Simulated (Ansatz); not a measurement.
An input for Ansatz 0.2.0 (H6PbCNCl3 (Pm)):

```yaml
crystal:
  lattice:
    - [5.752832, 0.0, 0.0]
    - [0.0, 5.764671, 0.0]
    - [-0.002604, 0.0, 5.855201]
  atoms:
    - { symbol: H, position: [0.879476, 0.5, 0.790423] }
    - { symbol: H, position: [0.813252, 0.344072, 0.047387] }
    - { symbol: H, position: [0.813252, 0.655928, 0.047387] }
    - { symbol: H, position: [0.229661, 0.354316, 0.978538] }
    - { symbol: H, position: [0.229661, 0.645684, 0.978538] }
    - { symbol: H, position: [0.170957, 0.5, 0.216412] }
    - { symbol: Pb, position: [0.473988, 0.0, 0.483874] }
    - { symbol: C, position: [0.894268, 0.5, 0.976848] }
    - { symbol: "N", position: [0.144932, 0.5, 0.040731] }
    - { symbol: Cl, position: [0.427891, 0.0, 0.975558] }
    - { symbol: Cl, position: [0.429192, 0.5, 0.520036] }
    - { symbol: Cl, position: [0.971826, 0.0, 0.43966] }
kpoints:
  mp_grid: { grid: [2, 2, 2] }
hamiltonian:
  xc: r2scan
  pseudopotentials: { kind: paw, source: jth }
scf:
  occupations: { method: fixed }
gw:
  n_empty_bands: 440
  ecut_chi: 100
  qp_bands: [v4, c4]
  qp_kpoints: band_edges
  screening: { model: contour_deformation }
```

```sh
ansatz run input.yaml --threads 3 --pin off --max-ram 92160MiB --backend cuda --events-out ev --progress --plain --runs-dir out --devices 1 --max-vram 13GiB
```

How long will it take on 1 × NVIDIA H100 80GB HBM3 (shared by 6 runs) with 3 threads of AMD EPYC 7R13 (Zen 3), shared host, and how much memory?

It took 59 s; on shared hardware allow 29 s to 2 min. Peak host memory was 9.0 GiB. The sizes that set the cost: 33665 plane waves a state, 8 irreducible k points, 465 bands summed, 461 plane waves in the screening and 9 SCF cycles.

The screening grows as filled bands × empty bands × pairs of k points, times the square of the screening basis for the matrix.

[Paths, hosts, dates, memory and timing lines, banners, echoed tables and standing remarks are left out of the program output.]

[Logs are printed without paths, hosts, clocks, repeated set-up lines and the standing remarks that a program may print on its own settings, such as how far it seeks lower states.]

[Runs of the session that timed out or met a known fault of the program may be left out.]

[Cells called generated may have been cut or substituted from an entry of the Crystallography Open Database or the Materials Project.]

[Hosts, paths, dates, database ids (printed as entryN), source tags and the programs' standing remarks are cut or masked in the printed files.]
